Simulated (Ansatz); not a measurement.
## CsBe2BSe3F2: complex band structure

Aim: relax a made-up compound, CsBe2BSe3F2, and see how good a tunnel barrier it would be. It is built by putting Se for O in the CsBe2BO3F2 structure of space group R32, with the volume rescaled by atomic radii. The parent structure comes from the Materials Project.

Main program and level: Ansatz 0.2.0; PBEsol DFT, plane waves, PAW files, in the first sound run; inputs show where later runs differ.

The structure was built from a prototype and need not be the compound's stable phase.

### Step 1. Starting point

It takes space group R32 (No. 155, trigonal). Conventional cell: a = 4.919 Å, b = 4.919 Å, c = 24.269 Å, α = 90.00°, β = 90.00°, γ = 120.00°. Cs has 6 F at 3.32 Å and 6 Se at 4.39 Å and 6 Be at 4.45 Å nearest. Nearest to Be lie 1 F at 1.71 Å and 3 Se at 1.81 Å. Nearest to B lie 3 Se at 1.52 Å. Se has 4 B at 1.52 to 4.36 Å and 6 Be at 1.81 to 4.27 Å and 2 Se at 2.63 Å and 2 Cs at 4.39 Å nearest. Nearest to F lie 1 Be at 1.71 Å and 3 Cs at 3.32 Å. It derives from CsBe2BO3F2. Se for O in the CsBe2BO3F2 structure of space group R32. Farther neighbours and most contacts between anions are not listed.

### Step 2. Relaxing the new crystal

The substituted atoms don't fit the parent's cell, so cell and atoms relax together. A small smearing keeps the run stable in case the gap closes on the way.

File input.yaml:

```yaml
crystal:
  lattice:
    - [2.4594559394, 1.4199675487, 8.0895042317]
    - [-2.4594559394, 1.4199675487, 8.0895042317]
    - [0.0, -2.8399350974, 8.0895042317]
  atoms:
    - { symbol: Cs, position: [0.0, 0.0, 0.0] }
    - { symbol: Be, position: [0.808063, 0.808063, 0.808063] }
    - { symbol: Be, position: [0.191937, 0.191937, 0.191937] }
    - { symbol: B, position: [0.5, 0.5, 0.5] }
    - { symbol: Se, position: [0.19134, 0.80866, 0.5] }
    - { symbol: Se, position: [0.5, 0.19134, 0.80866] }
    - { symbol: Se, position: [0.80866, 0.5, 0.19134] }
    - { symbol: F, position: [0.737619, 0.737619, 0.737619] }
    - { symbol: F, position: [0.262381, 0.262381, 0.262381] }
kpoints:
  mp_grid: { grid: [6, 6, 6] }
scf:
  occupations: { method: gaussian, width: 0.03 }
hamiltonian:
  xc: pbesol
output:
  forces: true
  stress: true
relax:
  f_tol: 0.02
  max_steps: 60
  cell: {}
```

On the command line:

```sh
> ansatz run input.yaml --threads 2 --pin off --max-ram 4096MiB --backend cpu --events-out ev --progress --plain --runs-dir out
```

Numbers of over 12 decimals in the logs are rounded to 6 here.

Log:

```text
basis.fft_grid_basis auto: the FFT boxes are laid along the combinations [[1, 0, -1], [0, 1, -1], [0, 0, 1]] of the cell's own vectors, 4.919, 4.919 and 8.574 Å long. The dense box has 36×36×60 points. Along the cell's own vectors, as sized, it would have 60×60×60, 2.78 times as many. Of the 6 symmetry operations that the crystal satisfies within crystal.symmetry.tolerance (time reversal apart; of a slab, those that  [...]
Engine: ansatz 0.2.0, aarch64-unknown-linux-gnu
Pseudopotentials: kind: paw
Pseudopotential: Cs, paw, valence charge 9, recommended cutoff 420 eV (normal), Cs.paw.azcp
Pseudopotential: Be, paw, valence charge 2, recommended cutoff 420 eV (normal), Be.paw.azcp
Pseudopotential: B, paw, valence charge 3, recommended cutoff 420 eV (normal), B.paw.azcp
Pseudopotential: Se, paw, valence charge 16, recommended cutoff 420 eV (normal), Se.paw.azcp
Pseudopotential: F, paw, valence charge 7, recommended cutoff 420 eV (normal), F.paw.azcp
Functional definition: PBEsol
  exchange = pbesol_x
  correlation = pbesol_c
Crystal: 9 atoms, lattice volume = 169.508 Å³
Basis set: ecut = 420 eV, 3333 PW (Γ), FFT grids on a1−a3, a2−a3, a3, exchange–correlation on 72×72×120 points (8 copies of the dense FFT grid, shifted against one another)
Bands: 48, of which v1, the nominal top of the filled ones, is band 39 counted from 1 (38 counted from 0)
Symmetry: 6 space group operations
Space group: R32 (ITA 155), of the structure as read, at distance tolerance 5.5e-5 Å
k-points: 32 of 216 (time reversal used)
Non-local potential: Cs, projectors of the file, l = 0: 3, l = 1: 2, l = 2: 2, l = 3: 2
Non-local potential: Be, projectors of the file, l = 0: 2, l = 1: 2, l = 2: 1
Non-local potential: B, projectors of the file, l = 0: 2, l = 1: 2, l = 2: 1
Non-local potential: Se, projectors of the file, l = 0: 2, l = 1: 2, l = 2: 3, l = 3: 1
Non-local potential: F, projectors of the file, l = 0: 2, l = 1: 2, l = 2: 1
PAW form: soft (Blöchl's): semilocal exchange-correlation on the pseudo side does not see the compensation charge
PAW frozen core: Cs, regenerated for the run's functional, and the local potential with it (the file was generated under x = pbe(κ = 0.804, μ = 0.219515), c = pbe(β = 0.066725))
PAW frozen core: Be, regenerated for the run's functional, and the local potential with it (the file was generated under x = pbe(κ = 0.804, μ = 0.219515), c = pbe(β = 0.066725))
PAW frozen core: B, regenerated for the run's functional, and the local potential with it (the file was generated under x = pbe(κ = 0.804, μ = 0.219515), c = pbe(β = 0.066725))
PAW frozen core: Se, regenerated for the run's functional, and the local potential with it (the file was generated under x = pbe(κ = 0.804, μ = 0.219515), c = pbe(β = 0.066725))
PAW frozen core: F, regenerated for the run's functional, and the local potential with it (the file was generated under x = pbe(κ = 0.804, μ = 0.219515), c = pbe(β = 0.066725))
PAW one-centre angular grid: Cs, 194 points (default); XC on 64 Gauss nodes
PAW one-centre angular grid: Be, 110 points (default); XC on 64 Gauss nodes
PAW one-centre angular grid: B, 110 points (default); XC on 64 Gauss nodes
PAW one-centre angular grid: Se, 590 points (default); XC on 64 Gauss nodes
PAW one-centre angular grid: F, 110 points (default); XC on 64 Gauss nodes
Initial density: superposition of atomic densities (neutral atoms: chi_scale 0, normalization atom), corrected by the library's trained network
Initial wavefunctions: pseudopotential atomic-orbital guess
Functional: x = pbesol(κ = 0.804, μ = 0.123457), c = pbesol(β = 0.046)
SCF iter   1: F=—  HF=-23783.228205 eV  |F-HF|=—  |Δ(HF+E_count)|=         —  Δρ=6.24e-3  dr2=8.65e-2  ethr=1.77e-3  ⟨swp⟩=8.0  Hψ=7037  notcnv=0  defer=13
preconditioner: auto → Resta (q_TF=auto, 2.397 Å⁻¹)  ε∞=3.1  [insulator: Δε(μ)=1.374 eV  Ē_g=13.646 eV  σ=0.030 eV  W_gap=1.00  n_scr=36 (ndim 8)  ℏωp=19.8 eV  f_vac=0.245  D(μ)=0.00/eV (n_scr^D=0)  ε∞_Penn≈3.1]
SCF iter   2: F=—  HF=-23783.208177 eV  |F-HF|=—  |Δ(HF+E_count)|=   2.00e-2  Δρ=2.33e-3  dr2=2.22e-2  ethr=1.11e-4  ⟨swp⟩=3.0  Hψ=2716  notcnv=0  defer=98
SCF iter   3: F=—  HF=-23783.203536 eV  |F-HF|=—  |Δ(HF+E_count)|=   4.64e-3  Δρ=1.68e-3  dr2=6.32e-3  ethr=2.84e-5  ⟨swp⟩=2.5  Hψ=2107  notcnv=0  defer=98
SCF iter   4: F=—  HF=-23783.201981 eV  |F-HF|=—  |Δ(HF+E_count)|=   1.55e-3  Δρ=5.90e-4  dr2=7.95e-4  ethr=8.10e-6  ⟨swp⟩=2.0  Hψ=2395  notcnv=0  defer=98
SCF iter   5: F=—  HF=-23783.201912 eV  |F-HF|=—  |Δ(HF+E_count)|=   6.94e-5  Δρ=1.99e-4  dr2=8.98e-5  ethr=1.02e-6  ⟨swp⟩=2.1  Hψ=2160  notcnv=0  defer=91
SCF iter   6: F=—  HF=-23783.202010 eV  |F-HF|=—  |Δ(HF+E_count)|=   9.80e-5  Δρ=4.55e-5  dr2=4.96e-6  ethr=1.15e-7  ⟨swp⟩=2.8  Hψ=2674  notcnv=0  defer=91
SCF iter   7: F=—  HF=-23783.202016 eV  |F-HF|=—  |Δ(HF+E_count)|=   6.38e-6  Δρ=1.63e-5  dr2=7.52e-7  ethr=6.36e-9  ⟨swp⟩=2.0  Hψ=2680  notcnv=0  defer=91
SCF iter   8: F=-23783.202018 eV  HF=-23783.202018 eV  |F-HF|=2.94e-7  |Δ(HF+E_count)|=   1.50e-6  Δρ=5.12e-6  dr2=7.71e-8  ethr=1.28e-10  ⟨swp⟩=3.3  Hψ=6843  notcnv=0
SCF 1 converged in 8 iterations: F = -23783.202018 eV  dr2 = 7.71e-8
  greatest PAW one-centre occupation: 1.000 electrons in one spin orbital (limit 2), on the Se atom at site 6 (counted from 0), in its partial waves of l = 2
relax step   1: F+E_penalty+E_count = -23783.20201799 eV  Δ(F+E_penalty+E_count) = +0.000e0 eV  max|allowed force component| = 1.402e1 eV/Å  Δτ_max = 0.0000 Å  P = +51.943 GPa  Ω = 169.508 Å³  (8 SCF iters, dr2 threshold 1.00e-7 eV, accepted)
Crystal: 9 atoms, lattice volume = 186.605 Å³
Basis set: ecut = 420 eV, 3675 PW (Γ), FFT grids on a1−a3, a2−a3, a3, exchange–correlation on 72×72×120 points (8 copies of the dense FFT grid, shifted against one another)
Initial density: handed on by an earlier stage of this run
Initial wavefunctions: those handed on with the density
iter 1 solved again at ethr=1.86e-3 eV; its pass at ethr=3.10e-3 eV (dr2=1.45e0 eV) is discarded
SCF iter   1: F=—  HF=-23792.220152 eV  |F-HF|=—  |Δ(HF+E_count)|=         —  Δρ=2.29e-2  dr2=1.46e0  ethr=1.86e-3  ⟨swp⟩=1.1  Hψ=8630  notcnv=0
preconditioner: auto → Resta (q_TF=auto, 2.359 Å⁻¹)  ε∞=3.4  [insulator: Δε(μ)=1.810 eV  Ē_g=11.348 eV  σ=0.030 eV  W_gap=1.00  n_scr=36 (ndim 8)  ℏωp=17.6 eV  f_vac=0.263  D(μ)=0.00/eV (n_scr^D=0)  ε∞_Penn≈3.4]
SCF iter   2: F=—  HF=-23791.787028 eV  |F-HF|=—  |Δ(HF+E_count)|=   4.33e-1  Δρ=9.27e-3  dr2=1.81e-1  ethr=1.86e-3  ⟨swp⟩=3.4  Hψ=3083  notcnv=0  defer=13
[...]
relax step   8: F+E_penalty+E_count = -23799.17680305 eV  Δ(F+E_penalty+E_count) = -3.733e-2 eV  max|allowed force component| = 3.223e-1 eV/Å  Δτ_max = 0.1340 Å  P = +0.726 GPa  Ω = 191.243 Å³  energy of the carried Pulay correction = -2.441e-2 eV  (8 SCF iters, dr2 threshold 9.00e-7 eV, accepted)
relax step   9: F+E_penalty+E_count = -23799.18371548 eV  Δ(F+E_penalty+E_count) = -6.912e-3 eV  max|allowed force component| = 4.210e-2 eV/Å  Δτ_max = 0.0296 Å  P = +0.228 GPa  Ω = 191.306 Å³  energy of the carried Pulay correction = -2.448e-2 eV  (6 SCF iters, dr2 threshold 9.00e-7 eV, accepted)
relax step  10: F+E_penalty+E_count = -23799.18483643 eV  Δ(F+E_penalty+E_count) = -1.121e-3 eV  max|allowed force component| = 7.521e-2 eV/Å  Δτ_max = 0.0190 Å  P = +0.109 GPa  Ω = 190.852 Å³  energy of the carried Pulay correction = -2.400e-2 eV  (7 SCF iters, dr2 threshold 2.04e-7 eV, accepted)
relax step  11: F+E_penalty+E_count = -23799.18497041 eV  Δ(F+E_penalty+E_count) = -1.340e-4 eV  max|allowed force component| = 4.305e-3 eV/Å  Δτ_max = 0.0021 Å  P = -0.013 GPa  Ω = 191.061 Å³  energy of the carried Pulay correction = -2.422e-2 eV  (5 SCF iters, dr2 threshold 3.54e-7 eV, accepted)
relax step  12: F+E_penalty+E_count = -23799.64995003 eV  Δ(F+E_penalty+E_count) = -4.650e-1 eV  max|allowed force component| = 1.737e-2 eV/Å  Δτ_max = 0.0000 Å  P = +2.578 GPa  Ω = 191.061 Å³  stress off target by 3.72e0 GPa  SCF on the basis re-selected at this cell (its energy is not comparable with the rows above)  (9 SCF iters)
relax step  13: F+E_penalty+E_count = -23799.77344113 eV  Δ(F+E_penalty+E_count) = -1.235e-1 eV  max|allowed force component| = 7.999e-2 eV/Å  Δτ_max = 0.0450 Å  P = +0.654 GPa  Ω = 198.029 Å³  energy of the carried Pulay correction = -8.388e-3 eV  (7 SCF iters, dr2 threshold 9.00e-7 eV, accepted)
relax step  14: F+E_penalty+E_count = -23799.76977547 eV  Δ(F+E_penalty+E_count) = +3.666e-3 eV  max|allowed force component| = 2.928e-2 eV/Å  Δτ_max = 0.0655 Å  P = -0.332 GPa  Ω = 205.053 Å³  energy of the carried Pulay correction = -1.863e-2 eV  (7 SCF iters, dr2 threshold 9.00e-7 eV, accepted)
relax step  15: F+E_penalty+E_count = -23799.77542414 eV  Δ(F+E_penalty+E_count) = -5.649e-3 eV  max|allowed force component| = 5.104e-3 eV/Å  Δτ_max = 0.0081 Å  P = -0.003 GPa  Ω = 203.900 Å³  energy of the carried Pulay correction = -1.656e-2 eV  (5 SCF iters, dr2 threshold 6.13e-7 eV, accepted)
relax step  16: F+E_penalty+E_count = -23799.79527095 eV  Δ(F+E_penalty+E_count) = -1.985e-2 eV  max|allowed force component| = 7.202e-3 eV/Å  Δτ_max = 0.0000 Å  P = +0.050 GPa  Ω = 203.900 Å³  stress off target by 7.22e-2 GPa  SCF on the basis re-selected at this cell (its energy is not comparable with the rows above)  (8 SCF iters)
relax step  17: F+E_penalty+E_count = -23799.79523166 eV  Δ(F+E_penalty+E_count) = +3.929e-5 eV  max|allowed force component| = 3.991e-4 eV/Å  Δτ_max = 0.0013 Å  P = +0.000 GPa  Ω = 203.997 Å³  energy of the carried Pulay correction = -1.186e-4 eV  (5 SCF iters, dr2 threshold 1.30e-8 eV, accepted)
iter 1 solved again at ethr=7.33e-7 eV; its pass at ethr=3.10e-3 eV (dr2=5.72e-4 eV) is discarded
SCF iter   1: F=—  HF=-23799.794709 eV  |F-HF|=—  |Δ(HF+E_count)|=         —  Δρ=9.97e-5  dr2=4.59e-7  ethr=7.33e-7  ⟨swp⟩=3.1  Hψ=10097  notcnv=0
eigensolver tolerance schedule: the retry pair's looser diagonalisation over-reported the residual by 1245.02 of it (diagonalisation noise at 0.42 of the residual, at the tolerance the schedule requests for it); recorded, not acted on — ethr = c·dr2/N_el stays at c = 1.0e-1
SCF iter   2: F=—  HF=-23799.795203 eV  |F-HF|=—  |Δ(HF+E_count)|=   4.94e-4  Δρ=5.03e-5  dr2=1.35e-7  ethr=5.88e-10  ⟨swp⟩=2.6  Hψ=2859  notcnv=0
SCF iter   3: F=—  HF=-23799.795365 eV  |F-HF|=—  |Δ(HF+E_count)|=   1.62e-4  Δρ=1.13e-5  dr2=3.50e-8  ethr=1.73e-10  ⟨swp⟩=2.0  Hψ=2304  notcnv=0
SCF iter   4: F=—  HF=-23799.795372 eV  |F-HF|=—  |Δ(HF+E_count)|=   6.73e-6  Δρ=8.12e-7  dr2=1.50e-9  ethr=4.48e-11  ⟨swp⟩=2.0  Hψ=2259  notcnv=0
SCF iter   5: F=—  HF=-23799.795372 eV  |F-HF|=—  |Δ(HF+E_count)|=   8.49e-9  Δρ=2.38e-7  dr2=3.86e-10  ethr=1.92e-12  ⟨swp⟩=2.0  Hψ=2784  notcnv=0
SCF iter   6: F=—  HF=-23799.795372 eV  |F-HF|=—  |Δ(HF+E_count)|=  2.33e-10  Δρ=2.18e-7  dr2=1.19e-10  ethr=1.00e-12  ⟨swp⟩=3.0  Hψ=2838  notcnv=0
SCF iter   7: F=-23799.795372 eV  HF=-23799.795372 eV  |F-HF|=7.28e-12  |Δ(HF+E_count)|=  8.00e-11  Δρ=9.35e-8  dr2=1.35e-11  ethr=1.00e-12  ⟨swp⟩=4.0  Hψ=4829  notcnv=0
SCF 18 converged in 7 iterations: F = -23799.795372 eV  dr2 = 1.35e-11
relax step  18: F+E_penalty+E_count = -23799.79537190 eV  Δ(F+E_penalty+E_count) = -1.402e-4 eV  max|allowed force component| = 3.800e-4 eV/Å  Δτ_max = 0.0000 Å  P = +0.001 GPa  Ω = 203.997 Å³  stress off target by 2.47e-3 GPa  SCF on the basis re-selected at this cell (its energy is not comparable with the rows above)  (7 SCF iters)
basis re-selected at this cell: Δ(F+E_penalty+E_count) = -1.402e-4 eV, ΔP = +0.001 GPa vs the last step (what re-selecting the basis moved, of the pressure what is left beyond the Pulay correction that the steps carried, after the strain that the cell walked since its last selection, with what the two solves' SCF thresholds leave and, on support functions, any second-order correction that the steps lacked; it is no m [...]
SCF converged after 7 iterations
Free energy (F): -23799.795372 eV
Harris-Foulkes:  -23799.795372 eV  (|F-HF|=7.28e-12)
Internal energy: -23799.795372 eV  (E = F + TS)
E sigma→0 (E₀):  -23799.795372 eV
Fermi energy:    4.954834 eV
--- Per-component energies (eV) ---
  E_band       = -1461.716111
  E_kinetic    = 999.151186
  E_local      = -11201.264007  (includes V_loc(G=0)·N_el)
  E_nonlocal   = -1579.612821
  E_hartree    = 5262.322424
  E_xc         = -710.361516
  E_vxc        = -701.767541  (∫ρ·V_xc dr)
  E_paw        = -11163.130800  (= ΣΔE_a)
  E_vpaw       = 497.129465  (= ΣTr[D̂ρ^β])
  E_aug_tail   = 0.002494  (compensation charges beyond the density's cutoff)
  E_ewald      = -5410.190502
  E_core_change = 3.288170  (= ΣΔE_core)
  E_smearing   = -0.000000  (= −TS)
  E_closure    = 0.000000  (closes the sum)
  Σ components = -23799.795372   (vs F -23799.795372, Δ=0.00e0)
--- Forces (eV/Å), atoms counted from 1 ---
  atom   1  Cs     0.00000000    -0.00000000    -0.00000000
  atom   2  Be     0.00000000    -0.00000000     0.00037999
  atom   3  Be     0.00000000     0.00000000    -0.00037999
  atom   4  B      0.00000000     0.00000000    -0.00000000
  atom   5  Se     0.00014078     0.00000000     0.00000000
  atom   6  Se    -0.00007039     0.00012192     0.00000000
  atom   7  Se    -0.00007039    -0.00012192    -0.00000000
  atom   8  F      0.00000000     0.00000000    -0.00037016
  atom   9  F      0.00000000     0.00000000     0.00037016
  max |Σ_I F_I| component: 3.01e-17 eV/Å
--- Stress (GPa, compression-positive) ---
        0.002468      -0.000000      -0.000000
       -0.000000       0.002468      -0.000000
       -0.000000      -0.000000      -0.002112
  P = ⅓ Tr σ = 0.0009 GPa (0.009 kbar)
--- Relaxed structure (15 steps of the walk, 15 accepted, 3 SCFs on fresh bases) ---
  F+E_penalty+E_count = -23799.79537190 eV   max|allowed force component| = 3.800e-4 eV/Å   (the final SCF, on the basis selected at the relaxed cell)
  cell:  # Å, volume = 203.9968 Å³
    - [3.006751, 1.735948, 6.513851]
    - [-3.006751, 1.735948, 6.513851]
    - [3.1694654515295495e-17, -3.471897, 6.513851]
  atoms:
    - { symbol: Cs, position: [3.704739855479574e-19, -3.3485415152908607e-19, 0] }
    - { symbol: Be, position: [0.783904, 0.783904, 0.783904] }
    - { symbol: Be, position: [0.216096, 0.216096, 0.216096] }
    - { symbol: B, position: [0.5, 0.5, 0.5] }
    - { symbol: Se, position: [0.178127, 0.821873, 0.500000] }
    - { symbol: Se, position: [0.500000, 0.178127, 0.821873] }
    - { symbol: Se, position: [0.821873, 0.5, 0.178127] }
    - { symbol: F, position: [0.709684, 0.709684, 0.709684] }
    - { symbol: F, position: [0.290316, 0.290316, 0.290316] }
```

Wall time 2.9 min (2 threads of Arm Neoverse V2, shared host); peak memory 0.61 GiB; 5.8 min of CPU time.

Step by step:

```csv
step,energy less that of the first step (eV),largest force component (eV/Å),pressure (GPa),volume (Å³)
1,0.0000,14.0169,51.94,169.51
2,-8.5157,5.4880,27.93,186.60
3,-13.3789,2.9152,12.55,204.75
4,-15.3356,0.8753,4.21,215.21
5,-15.6619,0.6513,-2.09,223.65
6,-15.8370,0.2494,-0.82,212.66
7,-15.9375,0.3442,0.33,200.29
8,-15.9748,0.3223,0.73,191.24
9,-15.9817,0.0421,0.23,191.31
10,-15.9828,0.0752,0.11,190.85
11,-15.9830,0.0043,-0.01,191.06
12*,-16.4479,0.0174,2.58,191.06
13,-16.5714,0.0800,0.65,198.03
14,-16.5678,0.0293,-0.33,205.05
15,-16.5734,0.0051,0.00,203.90
16*,-16.5933,0.0072,0.05,203.90
17,-16.5932,0.0004,0.00,204.00
18*,-16.5934,0.0004,0.00,204.00
```

Relaxation steps marked * repeat the geometry before them on a plane-wave basis chosen anew for their cell, so energy and pressure can jump there.

The run keeps the 6 symmetry operations that it works with, so distortions that break them were not tested.

```csv
cell as run,before,after,change
a (Å),8.574,7.381,-13.9 %
b (Å),8.574,7.381,-13.9 %
c (Å),8.574,7.381,-13.9 %
α (°),33.34,48.08,+44.2 %
β (°),33.34,48.08,+44.2 %
γ (°),33.34,48.08,+44.2 %
volume (Å³/atom),18.83,22.67,+20.3 %
```

The atoms that moved most (Å, as changes of fractional coordinates times the final cell):

```csv
atom,dx,dy,dz,length
F8,0.000,0.000,-0.546,0.546
F9,0.000,0.000,0.546,0.546
Be2,0.000,0.000,-0.472,0.472
Be3,0.000,0.000,0.472,0.472
Se7,0.040,0.069,0.000,0.079
Se5,-0.079,0.000,0.000,0.079
Se6,0.040,-0.069,0.000,0.079
```

This step gave:

```
free energy  : -23799.7954 eV
Fermi energy : 4.955 eV
pressure     : 9.41e-4 GPa
```

The largest force component on a free atom ends at 3.8e-4 eV/Å.

(Part 1 of 3 ends here.)

[Logs are printed without paths, hosts, clocks, repeated set-up lines and the standing remarks that a program may print on its own settings, such as how far it seeks lower states.]

[Hosts, paths, dates, database ids (printed as entryN), source tags and the programs' standing remarks are cut or masked in the printed files.]
